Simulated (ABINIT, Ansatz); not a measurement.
**Lattice dynamics of Zr (Zirconium) in two programs**

Aim: the phonon dispersion of Zr (Zirconium), checked by a second program.

Calculated with ABINIT 10.8.3; DFT PBE, scalar-relativistic, plane waves, PseudoDojo norm-conserving pseudopotentials.

## 1. Set-up

It takes space group P6_3/mmc (No. 194, hexagonal). The conventional cell has a = 3.232 Å, b = 3.232 Å, c = 5.147 Å, α = 90.00°, β = 90.00°, γ = 120.00°. Zr has 12 Zr at 3.18 to 3.23 Å nearest.

## 2. A first look

A first run with smearing and empty bands tells whether the crystal has a gap, which decides between fixed occupations and smearing later on.

Contents of probe.abi:

```
# ground state
tolvrs 1.0d-08
prtden 1
prtwf 1

# basis, mesh and filling
ecut 29.0
ngkpt 6 6 4
nshiftk 1
shiftk 0.0 0.0 0.0
istwfk *1
occopt 7
tsmear 0.005
nband 19
nstep 100
diemac 9.0
prtebands 0
prtgsr 0

# cell and atoms
acell 3*1.0 Angstrom
rprim 
    3.232 0.0 0.0
    -1.616 2.798994105 0.0
    0.0 0.0 5.147
ntypat 1
znucl 40
natom 2
typat 1 1
xred 
    1/3 2/3 0.25
    2/3 1/3 0.75
pp_dirpath "./pseudo"
pseudos "Zr.upf"
```

The run is started by

```bash
$ OMP_NUM_THREADS=1 mpirun -n 16 abinit probe.abi > probe.log
```

Numbers of over 12 decimals in the logs are rounded to 6 here.

probe.abo, the main output file:

```text
[banners, grids, parts of the stress and lines that vanish by symmetry left out]
- input  file    -> probe.abi
- output file    -> probe.abo
- root for input  files -> probei
[...]
Symmetries : space group P6_3/m m c (#194); Bravais hP (primitive hexag.)
[...]
mpw =        2388          nfft =       43200          nkpt =          21
[...]
== DATASET  1 ==================================================================
[...]
-    --> not optimal distribution: autoparal keyword recommended in input file <--
[...]
cutoff_energies: {ecut:  29.0, pawecutdg:  -1.0, }
[...]
ETOT  1  -101.19384763469    -1.012E+02 1.001E-01 1.738E+01
 ETOT  2  -101.24115716655    -4.731E-02 1.593E-02 1.585E+00
 ETOT  3  -101.24164249402    -4.853E-04 2.378E-03 1.474E-03
 ETOT  4  -101.24164308795    -5.939E-07 1.496E-03 1.877E-05
 ETOT  5  -101.24164309591    -7.964E-09 5.466E-04 3.744E-07
 ETOT  6  -101.24164309612    -2.110E-10 8.060E-04 1.115E-08
 ETOT  7  -101.24164309613    -8.754E-12 2.180E-04 1.973E-10
 At SCF step    7       vres2   =  1.97E-10 < tolvrs=  1.00E-08 =>converged.
[...]
sigma(1 1)=  1.41982371E-05  sigma(3 2)=  0.00000000E+00
  sigma(2 2)=  1.41982373E-05  sigma(3 1)=  0.00000000E+00
  sigma(3 3)= -1.58121834E-05  sigma(2 1)=  0.00000000E+00
[...]
convergence: {deltae: -8.754E-12, res2:  1.973E-10, residm:  2.180E-04, diffor: null, }
etotal    :  -1.01241643E+02
[...]
sigma(1 1)=  1.41982371E-05  sigma(3 2)=  0.00000000E+00
  sigma(2 2)=  1.41982373E-05  sigma(3 1)=  0.00000000E+00
  sigma(3 3)= -1.58121834E-05  sigma(2 1)=  0.00000000E+00
[...]
- sigma(1 1)=  4.17726558E-01  sigma(3 2)=  0.00000000E+00
- sigma(2 2)=  4.17726564E-01  sigma(3 1)=  0.00000000E+00
- sigma(3 3)= -4.65210497E-01  sigma(2 1)=  0.00000000E+00
[...]
fcart     -0.0000000000E+00  2.0362836572E-28 -0.0000000000E+00
           strten      1.4198237125E-05  1.4198237330E-05 -1.5812183401E-05
================================================================================

[key lines of the parts left out:]
pressure_GPa:  -1.2341E-01
```

Elapsed: 4.1 s, on 16 MPI ranks of Arm Neoverse V1, shared host.

Numbers from this step:

| Item | Value |
| --- | --- |
| volume per atom | 23.28 Å³ |
| pressure | -0.1234 GPa |
| gap on the k-mesh | 0 eV |

No gap opens on this mesh, so smearing is kept; the printed pressure holds the stress of the finite basis too.

## 3. Relaxation

The harmonic expansion needs vanishing forces, and a free crystal bears no stress, so cell and atoms are brought to rest. Stress is more sensitive to the basis than forces are: the last 3 Ha under the cutoff are smoothed with ecutsm, and the cutoff is raised above that of the later runs.

Contents of relax.abi:

```
# relaxation
ionmov 2
optcell 2
dilatmx 1.08
ntime 40
tolmxf 1.0d-05
tolvrs 1.0d-14
prtwf 0
prtden 0
chksymtnons 0

# basis, mesh and filling
ecut 36.0
ecutsm 3.0
ngkpt 12 12 6
nshiftk 1
shiftk 0.0 0.0 0.0
istwfk *1
occopt 7
tsmear 0.01
nband 19
nstep 100
diemac 1000000.0
prtebands 0
prtgsr 0

# cell and atoms
acell 3*1.0 Angstrom
rprim 
    3.232 0.0 0.0
    -1.616 2.798994105 0.0
    0.0 0.0 5.147
ntypat 1
znucl 40
natom 2
typat 1 1
xred 
    1/3 2/3 0.25
    2/3 1/3 0.75
pp_dirpath "./pseudo"
pseudos "Zr.upf"
```

The run is started by

```bash
$ OMP_NUM_THREADS=1 mpirun -n 16 abinit relax.abi > relax.log
```

relax.abo, the main output file:

```text
[banners, grids, parts of the stress and lines that vanish by symmetry left out]
- input  file    -> relax.abi
- output file    -> relax.abo
- root for input  files -> relaxi
[...]
Symmetries : space group P6_3/m m c (#194); Bravais hP (primitive hexag.)
[...]
mpw =        4128          nfft =       77760          nkpt =          76
[...]
== DATASET  1 ==================================================================
[...]
cutoff_energies: {ecut:  36.0, pawecutdg:  -1.0, }
[...]
ETOT  1  -101.18689009563    -1.012E+02 1.531E-01 2.902E+01
 ETOT  2  -101.24305950427    -5.617E-02 5.436E-02 1.160E+00
 ETOT  3  -101.24326707018    -2.076E-04 3.102E-03 6.184E-03
 ETOT  4  -101.24326793996    -8.698E-07 2.813E-03 2.005E-05
 ETOT  5  -101.24326794553    -5.573E-09 7.867E-04 4.299E-07
[...]
At SCF step   10       vres2   =  3.06E-15 < tolvrs=  1.00E-14 =>converged.
[...]
sigma(1 1)= -1.47065708E-05  sigma(3 2)=  0.00000000E+00
  sigma(2 2)= -1.47065706E-05  sigma(3 1)=  0.00000000E+00
  sigma(3 3)= -3.51191896E-05  sigma(2 1)=  0.00000000E+00
[...]
convergence: {deltae: -5.826E-13, res2:  3.065E-15, residm:  8.627E-04, diffor: null, }
etotal    :  -1.01243268E+02
[...]
ETOT  1  -101.24326142426    -1.012E+02 1.468E-03 1.346E-01
[...]
At SCF step    8       vres2   =  7.96E-16 < tolvrs=  1.00E-14 =>converged.
[...]
sigma(1 1)= -9.15032488E-06  sigma(3 2)=  0.00000000E+00
  sigma(2 2)= -9.15032467E-06  sigma(3 1)=  0.00000000E+00
  sigma(3 3)= -2.71059250E-05  sigma(2 1)=  0.00000000E+00
[...]
convergence: {deltae:  1.208E-12, res2:  7.959E-16, residm:  2.174E-04, diffor: null, }
etotal    :  -1.01243282E+02
[...]
ETOT  1  -101.24314387152    -1.012E+02 1.081E-04 1.023E+00
[...]
At SCF step    8       vres2   =  5.27E-15 < tolvrs=  1.00E-14 =>converged.
[...]
sigma(1 1)=  5.38056738E-06  sigma(3 2)=  0.00000000E+00
  sigma(2 2)=  5.38056758E-06  sigma(3 1)=  0.00000000E+00
  sigma(3 3)= -4.77635966E-06  sigma(2 1)=  0.00000000E+00
[...]
convergence: {deltae: -1.279E-13, res2:  5.275E-15, residm:  2.531E-05, diffor: null, }
etotal    :  -1.01243298E+02
[...]
ETOT  1  -101.24329868382    -1.012E+02 2.241E-05 2.906E-03
[...]
At SCF step    8       vres2   =  8.18E-16 < tolvrs=  1.00E-14 =>converged.
[...]
sigma(1 1)=  5.26648415E-06  sigma(3 2)=  0.00000000E+00
  sigma(2 2)=  5.26648435E-06  sigma(3 1)=  0.00000000E+00
  sigma(3 3)= -3.58608270E-06  sigma(2 1)=  0.00000000E+00
[...]
convergence: {deltae: -1.762E-12, res2:  8.181E-16, residm:  1.294E-05, diffor: null, }
etotal    :  -1.01243299E+02
[...]
ETOT  1  -101.24327789800    -1.012E+02 9.904E-05 1.219E-01
[...]
At SCF step    8       vres2   =  5.12E-15 < tolvrs=  1.00E-14 =>converged.
[...]
sigma(1 1)=  1.31878786E-06  sigma(3 2)=  0.00000000E+00
  sigma(2 2)=  1.31878806E-06  sigma(3 1)=  0.00000000E+00
  sigma(3 3)=  9.18746467E-07  sigma(2 1)=  0.00000000E+00
[...]
convergence: {deltae: -6.395E-13, res2:  5.122E-15, residm:  4.801E-06, diffor: null, }
etotal    :  -1.01243302E+02
[...]
ETOT  1  -101.24330178137    -1.012E+02 4.165E-06 3.392E-03
[...]
At SCF step    8       vres2   =  6.95E-17 < tolvrs=  1.00E-14 =>converged.
[...]
sigma(1 1)=  2.32993870E-07  sigma(3 2)=  0.00000000E+00
  sigma(2 2)=  2.32994072E-07  sigma(3 1)=  0.00000000E+00
  sigma(3 3)=  2.95673963E-07  sigma(2 1)=  0.00000000E+00
[...]
convergence: {deltae: -2.274E-13, res2:  6.952E-17, residm:  2.001E-06, diffor: null, }
etotal    :  -1.01243302E+02
[...]
ETOT  1  -101.24330227792    -1.012E+02 1.714E-06 2.078E-04
[...]
ETOT  6  -101.24330230876     1.066E-12 9.890E-07 2.359E-14
 ETOT  7  -101.24330230876     9.948E-14 7.400E-07 3.034E-16
 At SCF step    7       vres2   =  3.03E-16 < tolvrs=  1.00E-14 =>converged.
[...]
sigma(1 1)=  9.93328014E-10  sigma(3 2)=  0.00000000E+00
  sigma(2 2)=  9.93529864E-10  sigma(3 1)=  0.00000000E+00
  sigma(3 3)=  1.30510715E-08  sigma(2 1)=  0.00000000E+00
[...]
convergence: {deltae:  9.948E-14, res2:  3.034E-16, residm:  7.400E-07, diffor: null, }
etotal    :  -1.01243302E+02
[...]
At Broyd/MD step   7, gradients are converged :
[...]
sigma(1 1)=  9.93328014E-10  sigma(3 2)=  0.00000000E+00
  sigma(2 2)=  9.93529864E-10  sigma(3 1)=  0.00000000E+00
  sigma(3 3)=  1.30510715E-08  sigma(2 1)=  0.00000000E+00
[...]
- sigma(1 1)=  2.92247191E-05  sigma(3 2)=  0.00000000E+00
- sigma(2 2)=  2.92306578E-05  sigma(3 1)=  0.00000000E+00
- sigma(3 3)=  3.83975782E-04  sigma(2 1)=  0.00000000E+00
[...]
fcart      2.2040677459E-29  3.8175573192E-29 -0.0000000000E+00
           strten      9.9332801359E-10  9.9352986428E-10  1.3051071546E-08
================================================================================

[key lines of the parts left out:]
pressure_GPa:  -1.4748E-04
Total energy (etotal) [Ha]= -1.01243302308757E+02
```

The job ended after 75 s (16 MPI ranks; 20 min of CPU time).

The steps of the relaxation:

```csv
step,energy less that of the first step (eV),largest force (eV/Å),volume (Å³)
1,0.0000,0.0000,46.56
2,-0.0004,0.0000,46.65
3,-0.0008,0.0000,46.90
4,-0.0009,0.0000,46.90
5,-0.0009,0.0000,46.88
6,-0.0009,0.0000,46.86
7,-0.0009,0.0000,46.86
```

```csv
"conventional cell, symmetrised",before,after,change
a (Å),3.232,3.232,+0.0 %
b (Å),3.232,3.232,+0.0 %
c (Å),5.147,5.179,+0.6 %
volume (Å³/atom),23.28,23.43,+0.6 %
```

Final coordinates:

```xyz
2
Lattice="3.2324 0.0000 0.0000 -1.6162 2.7993 0.0000 0.0000 0.0000 5.1787" Properties=species:S:1:pos:R:3 pbc="T T T"
Zr    0.0000    1.8662    1.2947
Zr    1.6162    0.9331    3.8840
```

Numbers from this step:

```
volume per atom : 23.43 Å³
pressure        : -1.47e-4 GPa
```

The volume changes by +0.6 % in this run and stands +0.6 % from the first cell.

## 4. Ground state

First-order wavefunctions inherit every error of the ground state, hence the very tight tolvrs. Smearing stays on, as the first look found no gap above 0.3 eV.

Contents of gs.abi:

```
# ground state
tolvrs 1.0d-16
prtden 1
prtwf 1

# basis, mesh and filling
ecut 29.0
ngkpt 12 12 6
nshiftk 1
shiftk 0.0 0.0 0.0
istwfk *1
occopt 7
tsmear 0.01
nband 19
nstep 100
diemac 1000000.0
prtebands 0
prtgsr 0

# cell and atoms
acell 3*1.0 Angstrom
rprim 
    3.232401753 0.0 0.0
    -1.616200876 2.799342033 0.0
    0.0 0.0 5.178719101
ntypat 1
znucl 40
natom 2
typat 1 1
xred 
    1/3 2/3 0.25
    2/3 1/3 0.75
pp_dirpath "./pseudo"
pseudos "Zr.upf"
```

The run is started by

```bash
$ OMP_NUM_THREADS=1 mpirun -n 16 abinit gs.abi > gs.log
```

gs.abo, the main output file:

```text
[banners, grids, parts of the stress and lines that vanish by symmetry left out]
- input  file    -> gs.abi
- output file    -> gs.abo
- root for input  files -> gsi
[...]
Symmetries : space group P6_3/m m c (#194); Bravais hP (primitive hexag.)
[...]
mpw =        2406          nfft =       43200          nkpt =          76
[...]
== DATASET  1 ==================================================================
[...]
cutoff_energies: {ecut:  29.0, pawecutdg:  -1.0, }
[...]
ETOT  1  -101.19460959926    -1.012E+02 1.504E-01 1.743E+01
 ETOT  2  -101.24263215138    -4.802E-02 1.823E-02 9.744E-01
 ETOT  3  -101.24294156037    -3.094E-04 4.392E-03 1.661E-03
 ETOT  4  -101.24294213107    -5.707E-07 2.465E-03 2.061E-05
 ETOT  5  -101.24294213840    -7.328E-09 2.149E-03 2.726E-07
[...]
ETOT 10  -101.24294213856     2.132E-13 2.053E-04 1.360E-15
 ETOT 11  -101.24294213856    -6.111E-13 2.138E-04 2.614E-17
 At SCF step   11       vres2   =  2.61E-17 < tolvrs=  1.00E-16 =>converged.
[...]
sigma(1 1)=  1.55102779E-05  sigma(3 2)=  0.00000000E+00
  sigma(2 2)=  1.55102801E-05  sigma(3 1)=  0.00000000E+00
  sigma(3 3)=  1.54562031E-05  sigma(2 1)= -1.61446673E-12
[...]
convergence: {deltae: -6.111E-13, res2:  2.614E-17, residm:  2.138E-04, diffor: null, }
etotal    :  -1.01242942E+02
[...]
sigma(1 1)=  1.55102779E-05  sigma(3 2)=  0.00000000E+00
  sigma(2 2)=  1.55102801E-05  sigma(3 1)=  0.00000000E+00
  sigma(3 3)=  1.54562031E-05  sigma(2 1)= -1.61446673E-12
[...]
- sigma(1 1)=  4.56328131E-01  sigma(3 2)=  0.00000000E+00
- sigma(2 2)=  4.56328194E-01  sigma(3 1)=  0.00000000E+00
- sigma(3 3)=  4.54737194E-01  sigma(2 1)= -4.74992510E-08
[...]
fcart     -2.2040677444E-29  3.8175573175E-29 -0.0000000000E+00
           strten      1.5510277903E-05  1.5510280068E-05  1.5456203084E-05
================================================================================

[key lines of the parts left out:]
pressure_GPa:  -4.5580E-01
```

Wall time 9.9 s (16 MPI ranks); 2.6 min of CPU time.

This step gave:

| Quantity | Value |
| --- | --- |
| pressure | -0.4558 GPa |

The cell stands at -0.46 GPa: the relaxation ran with a smoothed and higher cutoff, and the difference is a stress of the finite basis.

[end of part 1 of 4]

[Host names and launcher messages were left out of these logs when they were recorded.]

[Logs are printed without paths, hosts, clocks, repeated set-up lines and the standing remarks that a program may print on its own settings, such as how far it seeks lower states.]

[Hosts, paths, dates, database ids (printed as entryN), source tags and the programs' standing remarks are cut or masked in the printed files.]
